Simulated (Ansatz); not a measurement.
# F on Mo(110): change of the work function, part 4 of 4

Wanted: Δφ(θ) for F/Mo(110), starting from the hollow site.

Ansatz 0.2.0; plane-wave DFT, PBE, Ansatz PAW.

So far, work function, upper face (eV): step 2 (the clean slab) 4.60; step 3 (37 atoms, coverage 0.111 ML, cell 3x3) 4.65; step 4 (17 atoms, coverage 0.25 ML, cell 2x2) 4.66.

## Step 5: The covered slab, k-mesh 6×6×1, coverage 0.5 ML (continued)

The density of states has structure finer than the step of the table below, so its rows give means over 0.2 eV. Peaks (eV: height): -7.07: 39.7, -3.25: 27.8, -2.98: 35.2, -2.74: 29.8, -2.38: 35.8, -1.77: 30.2, 1.44: 28.1.

Density of states against energy, zero at the Fermi level; means over each step:

| energy (eV) | density of states (states/eV a cell) |
| --- | --- |
| -7.8 | 0 |
| -7.6 | 3.57 |
| -7.4 | 4.65 |
| -7.2 | 10.0 |
| -7.0 | 21.8 |
| -6.8 | 8.32 |
| -6.6 | 4.68 |
| -6.4 | 3.67 |
| -6.2 | 1.91 |
| -6.0 | 3.00 |
| -5.8 | 3.16 |
| -5.6 | 1.36 |
| -5.4 | 2.14 |
| -5.2 | 2.69 |
| -5.0 | 6.39 |
| -4.8 | 14.2 |
| -4.6 | 15.2 |
| -4.4 | 17.8 |
| -4.2 | 17.4 |
| -4.0 | 17.2 |
| -3.8 | 23.4 |
| -3.6 | 20.5 |
| -3.4 | 20.8 |
| -3.2 | 23.3 |
| -3.0 | 24.8 |
| -2.8 | 26.1 |
| -2.6 | 17.5 |
| -2.4 | 23.9 |
| -2.2 | 19.4 |
| -2.0 | 19.3 |
| -1.8 | 23.9 |
| -1.6 | 23.2 |
| -1.4 | 19.2 |
| -1.2 | 17.7 |
| -1.0 | 13.8 |
| -0.8 | 11.4 |
| -0.6 | 12.3 |
| -0.4 | 12.3 |
| -0.2 | 12.3 |
| 0.0 | 13.3 |
| 0.2 | 15.9 |
| 0.4 | 18.3 |
| 0.6 | 20.1 |
| 0.8 | 20.5 |
| 1.0 | 24.1 |
| 1.2 | 25.1 |
| 1.4 | 24.0 |

The relaxation took 6 steps and lowered the energy by 0.22 eV; the largest force on the free atoms ends at 0.0065 eV/Å.

The covered face has 4.83 eV, +0.23 eV against the clean one; the bare back face has moved by -0.05 eV, a measure of how thin the slab is.

## Step 6: Adsorbate added, k-mesh 12×12×1, coverage 1 ML

System of this step: Mo4F (F/Mo(110)). The cell holds 5 atoms: 4 Mo and 1 F. Its edges and angles: a = 2.728 Å, b = 2.728 Å, c = 26.182 Å, α = 90.0°, β = 90.0°, γ = 70.5°. Vacuum lies along c.

Another coverage, to see how the dipoles act on each other as their distance changes.

The input, input.yaml:

```yaml
crystal:
  lattice:
    - [2.2273863607, -1.575, 0.0]
    - [2.2273863607, 1.575, 0.0]
    - [0.0, 0.0, 26.1817312062]
  atoms:
    - { symbol: Mo, position: [0.0, 0.0, 0.3437511419] }
    - { symbol: Mo, position: [0.5, 0.5, 0.4288252092] }
    - { symbol: Mo, position: [0.0, 0.0, 0.5147484713] }
    - { symbol: Mo, position: [0.5, 0.5, 0.596719817] }
    - { symbol: F, position: [0.84, 0.84, 0.6562488581] }
kpoints:
  mp_grid: { grid: [12, 12, 1] }
hamiltonian:
  xc: pbe
scf:
  occupations: { method: fermi_dirac, width: 0.1 }
  convergence: { dr2_threshold: 1.0e-08 }
efield:
  axis: 3
  dipole_correction: true
  ramp_position: 0.97
  ramp_width: 0.06
relax:
  f_tol: 0.02
  max_steps: 60
  constraints: [{ sites: [0, 1] }]
output:
  write_potential: true
  write_density: true
  volumetric_format: npy
```

Launch:

```
> ansatz run input.yaml --threads 4 --pin off --max-ram 16384MiB --backend cpu --events-out ev --progress --plain --runs-dir out
```

Standard output:

```text
[...]
Crystal: 5 atoms, lattice volume = 183.698 Å³
Basis set: ecut = 420 eV, 3649 PW (Γ), exchange–correlation on 40×40×360 points (8 copies of the dense FFT grid, shifted against one another)
Bands: 38, of which v1, the nominal top of the filled ones, is band 32 counted from 1 (31 counted from 0)
Symmetry: 2 space group operations
[...]
F+E_penalty+E_count = -20630.96077025 eV   max|allowed force component| = 8.771e-3 eV/Å
  atoms:
    - { symbol: Mo, position: [0.0, 0.0, 0.343751] }
    - { symbol: Mo, position: [0.5, 0.5, 0.4288252092] }
    - { symbol: Mo, position: [0.00314887, 0.00314887, 0.514665] }
    - { symbol: Mo, position: [0.520607, 0.520607, 0.597598] }
    - { symbol: F, position: [0.850275, 0.850275, 0.654776] }
[key lines of the parts left out:]
SCF converged after 7 iterations
Free energy (F): -20630.960770 eV
Fermi energy:    4.401204 eV
Dipole field:    D = -0.038067 V/Å  (p = -0.038645 e·Å, saw-weighted, corrected)
Work function:   Φ+ = 5.6075 eV   Φ− = 4.6108 eV
```

Run time: 38 s. Hardware: 4 threads of Arm Neoverse V1, shared host; peak memory 0.63 GiB; 2.5 min of CPU time.

Step by step:

| step | energy less that of the first step (eV) | largest force component (eV/Å) |
| --- | --- | --- |
| 1 | 0.0000 | 0.9679 |
| 2 | -0.0009 | 0.6057 |
| 3 | -0.0419 | 0.2208 |
| 4 | -0.0440 | 0.0700 |
| 5 | -0.0446 | 0.0088 |

The run keeps the 2 symmetry operations that the program found, so distortions that break them were not tested.

The atoms that moved most (Å):

| atom | dx | dy | dz | length |
| --- | --- | --- | --- | --- |
| Mo4 | 0.092 | 0.000 | 0.023 | 0.095 |
| F5 | 0.046 | 0.000 | -0.039 | 0.060 |
| Mo3 | 0.014 | 0.000 | -0.002 | 0.014 |

Final coordinates:

```xyz
5
Lattice="2.2274 -1.5750 0.0000 2.2274 1.5750 0.0000 0.0000 0.0000 26.1817" Properties=species:S:1:pos:R:3
Mo    0.0000    0.0000    9.0000
Mo    2.2274    0.0000   11.2274
Mo    0.0140    0.0000   13.4748
Mo    2.3192    0.0000   15.6462
F     3.7878    0.0000   17.1432
```

The relaxation took 5 steps and lowered the energy by 0.045 eV; the largest force on the free atoms ends at 0.0088 eV/Å.

The covered face has 5.61 eV, +1.01 eV against the clean one; the bare back face has moved by -0.09 eV, a measure of how thin the slab is.

## Step 7: Work function against coverage

This step: plane-wave DFT, PBE, Ansatz PAW; work function against coverage (Ansatz 0.2.0).

The runs are now put side by side.

This step gave:

| Property | Result |
| --- | --- |
| work function of the clean face | 4.598 eV |
| largest change of the work function | 1.009 eV |

Work function of the covered face against coverage:

| coverage (adsorbates/nm²) | work function of the covered face (eV) |
| --- | --- |
| 0.00 | 4.60 |
| 1.58 | 4.65 |
| 3.56 | 4.66 |
| 7.13 | 4.83 |
| 14.25 | 5.61 |

The dipole per adsorbate comes from the change of the cell's dipole. Coverage, by row:

| coverage (1/nm²) | coverage (ML) | work function (eV) | change (eV) | dipole per adsorbate, positive end outwards (debye) | mean height of the added atoms over the highest substrate atom (Å) |
| --- | --- | --- | --- | --- | --- |
| 1.583 | 0.1111 | 4.648 | 0.04936 | -0.104 | 1.519 |
| 3.563 | 0.25 | 4.665 | 0.06667 | -0.071 | 1.476 |
| 7.126 | 0.5 | 4.83 | 0.2318 | -0.107 | 1.446 |
| 14.25 | 1 | 5.608 | 1.009 | -0.204 | 1.497 |

## Step 8: Outcome

```
work function of the clean face                        : 4.60 eV
work function at 0.11 ML                               : 4.65 eV
work function at 0.25 ML                               : 4.66 eV
work function at 0.5 ML                                : 4.83 eV
work function at 1 ML                                  : 5.61 eV
dipole per adsorbate at 0.11 ML, positive end outwards : -0.10 D
```

**Reading.** At the lowest coverage F changes the work function of Mo(110) by under 0.15 eV, within the error of so thin a slab; the largest change, +1.01 eV, comes at higher coverage. The slab has 4 layers, at the tabulated experimental lattice constant, one starting site was run, and quantum-size effects of a slab this thin can reach one or two tenths of an eV.

[Long decimals in the printed logs are rounded to 6 places.]

[Logs are printed without paths, hosts, clocks, repeated set-up lines and the standing remarks that a program may print on its own settings, such as how far it seeks lower states.]

[Hosts, paths, dates, database ids (printed as entryN), source tags and the programs' standing remarks are cut or masked in the printed files.]

[Maps of the electrostatic potential energy from Ansatz leave out the sawtooth potential of an applied field or a dipole correction, so their vacuum need not be flat; planar profiles and work functions include it.]

[The density of states shown here was stored with 400 of the rows of the run's finer table, so its peaks can read low, often by over a quarter, or be missed, and its means over a window can be off by a tenth or more.]
